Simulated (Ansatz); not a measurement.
## k-point convergence of GW for LiGeN (P6_3mc)

Wanted: mesh convergence of the gap correction in LiGeN (P6_3mc).

Main program and level: Ansatz 0.2.0; G0W0 on PBE, plane waves, PAW; PAW set soft_1.

**1. Set-up**

Symmetry: P6_3mc, No. 186, hexagonal system. The conventional cell has a = 3.012 Å, b = 3.012 Å, c = 9.419 Å, α = 90.00°, β = 90.00°, γ = 120.00°. Li has 3 N at 2.18 Å nearest. Nearest to Ge lie 3 N at 2.00 Å. Nearest to N lie 3 Ge at 2.00 Å and 3 Li at 2.18 Å. Farther neighbours and most contacts between anions are not listed.

Coordinates:

```cif
data_structure
_symmetry_space_group_name_H-M 'P6_3mc'
_symmetry_Int_Tables_number 186
_cell_length_a 3.0124
_cell_length_b 3.0124
_cell_length_c 9.4195
_cell_angle_alpha 90.000
_cell_angle_beta 90.000
_cell_angle_gamma 120.000
_cell_volume 74.03
loop_
_atom_site_label
_atom_site_type_symbol
_atom_site_symmetry_multiplicity
_atom_site_Wyckoff_symbol
_atom_site_fract_x
_atom_site_fract_y
_atom_site_fract_z
_atom_site_occupancy
Li1 Li 2 b 0.66667 0.33333 0.74339 1
Ge1 Ge 2 a 0.00000 0.00000 0.49802 1
N1 N 2 b 0.33333 0.66667 0.60322 1
```

The cell and positions are those that the Materials Project relaxed with its own functionals (PBE, PBE+U or r2SCAN), kept fixed.

**2. The 6×6×2 mesh**

G0W0 replaces the xc potential by the self-energy, built once from these orbitals. Only a window of levels is corrected, while the sums run over the empty bands that the input names. This step takes PAW set soft_1 files.

input.yaml

```yaml
crystal:
  lattice:
    - [3.0124085355, 0.0, 0.0]
    - [-1.5062042677, 2.6088223183, 0.0]
    - [0.0, 0.0, 9.419459]
  atoms:
    - { symbol: Li, position: [0.66666667, 0.33333333, 0.743392] }
    - { symbol: Li, position: [0.33333333, 0.66666667, 0.243392] }
    - { symbol: Ge, position: [0.0, 0.0, 0.498023] }
    - { symbol: Ge, position: [0.0, 0.0, 0.998023] }
    - { symbol: "N", position: [0.33333333, 0.66666667, 0.603223] }
    - { symbol: "N", position: [0.66666667, 0.33333333, 0.103223] }
kpoints:
  mp_grid: { grid: [6, 6, 2] }
hamiltonian:
  xc: pbe
  pseudopotentials: { kind: paw, azcp: { folder: soft_1 } }
scf:
  occupations: { method: fixed }
gw:
  n_empty_bands: 168
  ecut_chi: 100
  qp_bands: [v2, c2]
  qp_kpoints: band_edges
  screening: { model: contour_deformation }
```

Run with:

```bash
ansatz run input.yaml --threads 2 --pin off --max-ram 92160MiB --backend cuda --events-out ev --progress --plain --runs-dir out --devices 1 --max-vram 13GiB
```

Numbers of over 12 decimals in the logs are rounded to 6 here.

The log of the run:

```text
GPUs: using 1 of 1 available (devices: 1).
Engine: ansatz 0.2.0, x86_64-unknown-linux-gnu
Pseudopotentials: kind: paw
Pseudopotential: Li, paw, valence charge 3, recommended cutoff 420 eV (normal), soft_1/Li.paw.azcp
Pseudopotential: Ge, paw, valence charge 14, recommended cutoff 420 eV (normal), soft_1/Ge.paw.azcp
Pseudopotential: N, paw, valence charge 5, recommended cutoff 420 eV (normal), soft_1/N.paw.azcp
Functional definition: PBE
  parameter kappa = 0.804
  parameter beta = 0.066725
  exchange = pbe_x(kappa = kappa, mu = beta*pi^2/3)
  correlation = pbe_c(beta = beta)
device memory: the entry about to start is reckoned to put 0.8 GiB on a device that reports 42.8 GiB free (of which the cap on the GPU budget leaves the run 13.0 GiB)
GPU FFT provider: cuFFT
GPU libraries: cuBLAS 13.8.2, cuFFT 12.4.0, cuSOLVER 12.3.4
Crystal: 6 atoms, lattice volume = 74.026 Å³
Basis set: ecut = 420 eV, 1399 PW (Γ)
Bands: 28, of which v1, the nominal top of the filled ones, is band 22 counted from 1 (21 counted from 0)
Symmetry: 12 space group operations
Space group: P63mc (ITA 186), of the structure as read, at distance tolerance 4.2e-5 Å
k-points: 14 of 72
Non-local potential: Li, projectors of the file, l = 0: 3, l = 1: 2, l = 2: 1
Non-local potential: Ge, projectors of the file, l = 0: 2, l = 1: 2, l = 2: 3, l = 3: 1
Non-local potential: N, projectors of the file, l = 0: 2, l = 1: 2, l = 2: 1
PAW form: soft (Blöchl's): semilocal exchange-correlation on the pseudo side does not see the compensation charge
PAW one-centre angular grid: Li, 110 points (default); XC on 96 Gauss nodes
PAW one-centre angular grid: Ge, 590 points (default); XC on 64 Gauss nodes
PAW one-centre angular grid: N, 110 points (default); XC on 64 Gauss nodes
Initial density: superposition of atomic densities (chi_scale 0.1, normalization cell, long waves kept (reshape's long-wave potential 0.12 eV rms))
Initial wavefunctions: pseudopotential atomic-orbital guess
GPU buffer pool allocated for 36864 grid points (all kernels)
GPU transforms: local potential and band sums: pruned to the plane-wave sphere, on 24×24×64
Functional: x = pbe(κ = 0.804, μ = 0.219515), c = pbe(β = 0.066725)
SCF iter   1: F=—  HF=-9769.977535 eV  |F-HF|=—  |Δ(HF+E_count)|=         —  Δρ=6.83e-2  dr2=3.07e0  ethr=3.10e-3  ⟨swp⟩=4.0  Hψ=1438  notcnv=0  defer=33
preconditioner: auto → Resta (q_TF=auto, 2.502 Å⁻¹)  ε∞=2.8  [insulator: Δε(μ)=1.650 eV  Ē_g=20.311 eV  n_scr=24 (ndim 8)  ℏωp=27.3 eV  f_vac=0.000  ε∞_Penn≈2.8]
SCF iter   2: F=—  HF=-9769.208222 eV  |F-HF|=—  |Δ(HF+E_count)|=   7.69e-1  Δρ=3.31e-2  dr2=5.44e-1  ethr=3.10e-3  ⟨swp⟩=2.0  Hψ=652  notcnv=0  defer=52
SCF iter   3: F=—  HF=-9769.110578 eV  |F-HF|=—  |Δ(HF+E_count)|=   9.76e-2  Δρ=1.42e-2  dr2=1.21e-1  ethr=1.24e-3  ⟨swp⟩=2.1  Hψ=482  notcnv=0  defer=55
SCF iter   4: F=—  HF=-9769.098555 eV  |F-HF|=—  |Δ(HF+E_count)|=   1.20e-2  Δρ=2.69e-3  dr2=4.21e-3  ethr=2.76e-4  ⟨swp⟩=2.9  Hψ=739  notcnv=0  defer=56
SCF iter   5: F=—  HF=-9769.100005 eV  |F-HF|=—  |Δ(HF+E_count)|=   1.45e-3  Δρ=1.05e-3  dr2=4.78e-4  ethr=9.58e-6  ⟨swp⟩=2.0  Hψ=672  notcnv=0  defer=56
SCF iter   6: F=—  HF=-9769.099685 eV  |F-HF|=—  |Δ(HF+E_count)|=   3.20e-4  Δρ=2.28e-4  dr2=2.36e-5  ethr=1.09e-6  ⟨swp⟩=2.0  Hψ=672  notcnv=0  defer=56
SCF iter   7: F=—  HF=-9769.099716 eV  |F-HF|=—  |Δ(HF+E_count)|=   3.14e-5  Δρ=5.86e-5  dr2=1.39e-6  ethr=5.37e-8  ⟨swp⟩=3.0  Hψ=650  notcnv=0  defer=28
SCF iter   8: F=-9769.099719 eV  HF=-9769.099719 eV  |F-HF|=4.58e-8  |Δ(HF+E_count)|=   2.17e-6  Δρ=7.52e-6  dr2=3.68e-8  ethr=2.27e-10  ⟨swp⟩=6.4  Hψ=1450  notcnv=0
SCF 1 converged in 8 iterations: F = -9769.099719 eV  dr2 = 3.68e-8
[...]
device memory: the entry about to start is reckoned to put 0.9 GiB on a device that reports 43.2 GiB free (of which the cap on the GPU budget leaves the run 13.0 GiB)
NSCF: frozen V_eff on 14 k-points, pencils in batches of 32, up to order 112
[...]
device memory: the entry about to start is reckoned to put 2.9 GiB on a device that reports 41.2 GiB free (of which the cap on the GPU budget leaves the run 13.0 GiB)
NSCF: frozen V_eff on 14 k-points
G₀W₀ screening: q 1/14
[... further progress lines ...]
SCF converged after 8 iterations
Free energy (F): -9769.099719 eV
Harris-Foulkes:  -9769.099719 eV  (|F-HF|=4.58e-8)
Internal energy: -9769.099719 eV  (E = F + TS)
E sigma→0 (E₀):  -9769.099719 eV
Fermi energy:    7.578000 eV
--- Per-component energies (eV) ---
  E_band       = -445.769552
  E_kinetic    = 474.852787
  E_local      = -5439.235389  (includes V_loc(G=0)·N_el)
  E_nonlocal   = 467.875296
  E_hartree    = 2507.323574
  E_xc         = -280.879534
  E_vxc        = -305.082537  (∫ρ·V_xc dr)
  E_paw        = -4331.039587  (= ΣΔE_a)
  E_vpaw       = -658.828167  (= ΣTr[D̂ρ^β])
  E_aug_tail   = 0.002326  (compensation charges beyond the density's cutoff)
  E_ewald      = -3167.999191
  E_smearing   = -0.000000  (= −TS)
  E_closure    = 0.000000  (closes the sum)
  Σ components = -9769.099719   (vs F -9769.099719, Δ=0.00e0)
--- Band table (eV; the first three rows and the last of 14) ---
  k-point 0: bands = [... 18 lower, 6.4820, 6.4833, 6.4833, 7.3003, 10.1465, 11.1052, 14.7704, 15.1786, ... 2 higher]
  k-point 1: bands = [... 18 lower, 6.4827, 6.4827, 6.4827, 6.4827, 10.7690, 10.7690, 14.9735, 14.9735, ... 2 higher]
  k-point 2: bands = [... 18 lower, 5.5700, 6.0101, 6.0361, 7.5131, 11.2091, 12.3259, 13.5923, 13.8388, ... 2 higher]
  k-point 13: bands = [... 18 lower, 4.4853, 4.4853, 6.8044, 6.8044, 10.0211, 10.0211, 12.0109, 12.0109, ... 2 higher]
--- G₀W₀: contour deformation, 7 samples at zero and on the imaginary axis and 1 off it, 72 q-points, 168 empty bands' worth ---
  eigenvalues of the whole cell's RPA ε∞ on this k-mesh (on a slab, of 1 + 4πα/V) = 5.7997, 8.5908, 8.5908; static W/v taken at q = 0 is 0.128761
  bands read: the sum over 190 bands ends inside a degenerate multiplet in 1 slot, whose members it reads at an even weight; the widest, k=1: bands 189 to 192 (counted from 1) at 2/4 each
  gw.qp_kpoints: band_edges: 12 of 14 stored k-points solved, in 1 pass; an edge of the gap read off the rows below is read off those points alone
    valence top: of the k-points left out ik 5 came nearest to being solved in a further pass, in band 21 (counted from 1, as in the quasiparticle table): it holds the edge there only if its correction is more favourable than any solved in that band by at least 0.599 eV; those differ by 0.383 eV
    conduction bottom: of the k-points left out ik 11 came nearest to being solved in a further pass, in band 24 (counted from 1, as in the quasiparticle table): it holds the edge there only if its correction is more favourable than any solved in that band by at least 1.213 eV; those differ by 0.473 eV
    ik  band        ε_KS         Σx   Σc(E_QP)       V_xc       Z   E_QP_lin       E_QP  E_QP is
     0    21      6.4833   -21.5983     3.0635   -18.3506  0.7386     6.2985     6.2991  root
     0    22      7.3003   -18.4841     2.5383   -15.6312  0.7360     6.9838     6.9857  root
     0    23     10.1465    -9.7921    -3.9598   -14.2555  0.7816    10.6534    10.6501  root
     0    24     11.1052   -10.2162    -4.4352   -15.3413  0.7727    11.8030    11.7951  root
     1    21      6.4827   -21.5990     3.0631   -18.3522  0.7385     6.2984     6.2990  root
     1    22      6.4827   -21.5990     3.0631   -18.3522  0.7385     6.2984     6.2990  root
     1    23     10.7690   -10.3579    -4.2004   -15.1913  0.7738    11.4082    11.4020  root
     1    24     10.7690   -10.3579    -4.2004   -15.1913  0.7738    11.4082    11.4020  root
     2    21      6.0361   -21.3489     3.1562   -17.9581  0.7355     5.8006     5.8016  root
     2    22      7.5131   -18.3964     2.4355   -15.6437  0.7404     7.1942     7.1959  root
     2    23     11.2091    -9.3902    -4.1495   -14.0854  0.7705    11.7599    11.7548  root
     2    24     12.3259   -10.4621    -4.6831   -15.9093  0.7552    13.1030    13.0900  root
     3    21      6.4928   -17.2444     2.6850   -14.1088  0.7290     6.0360     6.0423  root
     3    22      6.4928   -17.2444     2.6850   -14.1088  0.7290     6.0360     6.0423  root
[...]
12    24     10.0510    -8.6119    -3.5743   -12.4876  0.7720    10.3538    10.3524  root
    13    21      6.8044   -15.8717     1.6060   -13.7431  0.7565     6.2765     6.2818  root
    13    22      6.8044   -15.8717     1.6060   -13.7431  0.7565     6.2765     6.2818  root
    13    23     10.0211    -8.6289    -3.5593   -12.4793  0.7725    10.3134    10.3121  root
    13    24     10.0211    -8.6289    -3.5593   -12.4793  0.7725    10.3134    10.3121  root
```

The job ended after 22 s (1 × NVIDIA H100 80GB HBM3 (shared by 6 runs) with 2 threads of AMD EPYC 7R13 (Zen 3), shared host; peak memory 1.2 GiB; 32 s of CPU time).

This step gave:

| Property | Result |
| --- | --- |
| bands summed | 190 |
| RPA ε∞ on this mesh (eigenvalues) | 5.800, 8.591, 8.591 |
| plane waves in the screening matrix | 177 |
| q-points in the mesh | 72 |
| G0W0 gap on the mesh | 2.069 eV |
| k of the valence top | 0.1667, 0.1667, 0 |
| k of the conduction bottom | 0, -0.5, 0 |
| starting gap on the mesh | 1.467 eV |
| Z at the valence top | 0.7442 |
| Z at the conduction bottom | 0.7758 |
| least direct G0W0 gap on the computed points | 3.244 eV |

The gap on the mesh goes from 1.47 eV to 2.07 eV, a correction of +0.60 eV. Between the two edge states, bare exchange in place of the xc potential would open the gap by 6.01 eV, and correlation takes back 5.41 eV.

**3. The 9×9×2 mesh**

A second mesh at equal bands and cutoff isolates the sampling error.

input.yaml, as its differences from that of step 2:

```diff
@@ -13,3 +13,3 @@
 kpoints:
-  mp_grid: { grid: [6, 6, 2] }
+  mp_grid: { grid: [9, 9, 2] }
 hamiltonian:
```

The log of the run:

```text
GPUs: using 1 of 1 available (devices: 1).
[...]
GPU FFT provider: cuFFT
GPU libraries: cuBLAS 13.8.2, cuFFT 12.4.0, cuSOLVER 12.3.4
Crystal: 6 atoms, lattice volume = 74.026 Å³
Basis set: ecut = 420 eV, 1399 PW (Γ)
Bands: 28, of which v1, the nominal top of the filled ones, is band 22 counted from 1 (21 counted from 0)
Symmetry: 12 space group operations
[...]
k-points: 24 of 162
[...]
GPU buffer pool allocated for 36864 grid points (all kernels)
[...]
SCF iter   1: F=—  HF=-9769.984082 eV  |F-HF|=—  |Δ(HF+E_count)|=         —  Δρ=6.81e-2  dr2=3.05e0  ethr=3.10e-3  ⟨swp⟩=4.0  Hψ=2492  notcnv=0  defer=49
[...]
SCF iter   8: F=-9769.111292 eV  HF=-9769.111292 eV  |F-HF|=4.54e-8  |Δ(HF+E_count)|=   2.15e-6  Δρ=7.42e-6  dr2=3.66e-8  ethr=2.27e-10  ⟨swp⟩=6.5  Hψ=2479  notcnv=0
SCF 1 converged in 8 iterations: F = -9769.111292 eV  dr2 = 3.66e-8
[...]
0    21      6.4778   -21.5386     3.0101   -18.3504  0.7397     6.2991     6.2996  root
     0    22      7.2968   -18.4918     2.5428   -15.6327  0.7357     6.9786     6.9805  root
     0    23     10.1446    -9.8543    -3.8984   -14.2553  0.7829    10.6506    10.6473  root
     0    24     11.1033   -10.2876    -4.3649   -15.3413  0.7748    11.7997    11.7920  root
     1    21      6.4772   -21.5383     3.0088   -18.3519  0.7397     6.2992     6.2997  root
     1    22      6.4772   -21.5383     3.0088   -18.3519  0.7397     6.2992     6.2997  root
     1    23     10.7670   -10.4248    -4.1344   -15.1909  0.7755    11.4048    11.3987  root
     1    24     10.7670   -10.4248    -4.1344   -15.1909  0.7755    11.4048    11.3987  root
[...]
23    21      6.8036   -15.8204     1.5555   -13.7442  0.7572     6.2777     6.2829  root
    23    22      6.8036   -15.8204     1.5555   -13.7442  0.7572     6.2777     6.2829  root
    23    23     10.0202    -8.6797    -3.5089   -12.4798  0.7734    10.3125    10.3113  root
    23    24     10.0202    -8.6797    -3.5089   -12.4798  0.7734    10.3125    10.3113  root
[key lines of the parts left out:]
SCF converged after 8 iterations
Free energy (F): -9769.111292 eV
Fermi energy:    7.574081 eV
```

Wall time 22 s (1 × NVIDIA H100 80GB HBM3 (shared by 6 runs) with 2 threads); peak memory 1.3 GiB.

This step gave:

```
bands summed                                 : 190
RPA ε∞ on this mesh (eigenvalues)            : 5.788, 8.303, 8.303
plane waves in the screening matrix          : 177
q-points in the mesh                         : 162
G0W0 gap on the mesh                         : 2.239 eV
k of the valence top                         : 0, 0.2222, 0
k of the conduction bottom                   : 0, 0.4444, 0
starting gap on the mesh                     : 1.627 eV
Z at the valence top                         : 0.7419
Z at the conduction bottom                   : 0.7778
least direct G0W0 gap on the computed points : 3.173 eV
```

Against the run with 6×6×2 mesh, 168 empty bands, screening to 100 eV, PAW set soft_1 files, the gap moves by +0.17 eV, while the start moved by +0.16 eV. A band edge is found at another k point on this mesh.

**4. The 12×12×4 mesh**

input.yaml, as its differences from that of step 3:

```diff
@@ -13,3 +13,3 @@
 kpoints:
-  mp_grid: { grid: [9, 9, 2] }
+  mp_grid: { grid: [12, 12, 4] }
 hamiltonian:
```

The log of the run:

```text
GPUs: using 1 of 1 available (devices: 1).
[...]
GPU FFT provider: cuFFT
GPU libraries: cuBLAS 13.8.2, cuFFT 12.4.0, cuSOLVER 12.3.4
Crystal: 6 atoms, lattice volume = 74.026 Å³
Basis set: ecut = 420 eV, 1399 PW (Γ)
Bands: 28, of which v1, the nominal top of the filled ones, is band 22 counted from 1 (21 counted from 0)
Symmetry: 12 space group operations
[...]
k-points: 57 of 576 (time reversal used)
[...]
2    24     10.7663   -10.4354    -4.1230   -15.1907  0.7760    11.4047    11.3987  root
[...]
56    21      6.8033   -15.8078     1.5425   -13.7446  0.7575     6.2775     6.2826  root
    56    22      6.8033   -15.8078     1.5425   -13.7446  0.7575     6.2775     6.2826  root
    56    23     10.0198    -8.6911    -3.4966   -12.4801  0.7738    10.3134    10.3122  root
    56    24     10.0198    -8.6911    -3.4966   -12.4801  0.7738    10.3134    10.3122  root
[key lines of the parts left out:]
SCF converged after 8 iterations
Free energy (F): -9769.112640 eV
Fermi energy:    7.582823 eV
```

It took 2.1 min on 1 × NVIDIA H100 80GB HBM3 (shared by 6 runs) with 2 threads; peak memory 1.8 GiB.

Numbers from this step:

* bands summed: 190
* RPA ε∞ on this mesh (eigenvalues): 5.681, 8.268, 8.268
* plane waves in the screening matrix: 177
* G0W0 gap on the mesh: 2.058 eV
* k of the valence top: 0, 0.25, 0
* k of the conduction bottom: 0, -0.5, 0
* starting gap on the mesh: 1.461 eV
* least direct G0W0 gap on the computed points: 3.197 eV

Against the run with 9×9×2 mesh, 168 empty bands, screening to 100 eV, PAW set soft_1 files, the gap moves by −0.18 eV, while the start moved by −0.17 eV. A band edge is found at another k point on this mesh.

**5. The meshes together**

Times are wall times on 1 × NVIDIA H100 80GB HBM3 (shared by 6 runs) with 2 threads of AMD EPYC 7R13 (Zen 3), shared host, good to a factor of about two.

| mesh | points | irreducible | start (eV) | G0W0 (eV) | shift (eV) | RPA ε∞ (mean) | time |
| --- | --- | --- | --- | --- | --- | --- | --- |
| 6×6×2 | 72 | 14 | 1.467 | 2.069 | +0.602 | 7.66 | 22 s |
| 9×9×2 | 162 | 24 | 1.627 | 2.239 | +0.612 | 7.46 | 22 s |
| 12×12×4 | 576 | 57 | 1.461 | 2.058 | +0.597 | 7.41 | 2.1 min |

**6. Results**

```yaml
6x6x2: 2.069 eV (shift +0.602)
9x9x2: 2.239 eV (shift +0.612)
12x12x4: 2.058 eV (shift +0.597)
settings: PBE start, 168 empty bands, 100 eV
```

The shift is +0.60 eV on 6×6×2 and +0.60 eV on 12×12×4. On 12×12×4 the edges lie at (0.000, 0.250, 0.000) and (0.000, 0.500, 0.000), on 9×9×2 at (0.000, 0.222, 0.000) and (0.000, 0.444, 0.000), so these two shifts belong to different pairs of states. The RPA ε∞ (mean) ranges from 7.41 to 7.66 and ends at 7.41. The starting gap changes too, by 0.17 eV, since the meshes hold different points and converge the density differently. From 72 to 576 points the time grows 5.7-fold. Bands and cutoff are modest here, so the values stand off the basis limit. The many-body steps are scalar-relativistic: spin-orbit coupling is not in them.

[Paths, hosts, dates, memory and timing lines, banners, echoed tables and standing remarks are left out of the program output.]

[Logs are printed without paths, hosts, clocks, repeated set-up lines and the standing remarks that a program may print on its own settings, such as how far it seeks lower states.]

[Runs of the session that timed out or met a known fault of the program may be left out.]

[Cells called generated may have been cut or substituted from an entry of the Crystallography Open Database or the Materials Project.]

[Hosts, paths, dates, database ids (printed as entryN), source tags and the programs' standing remarks are cut or masked in the printed files.]
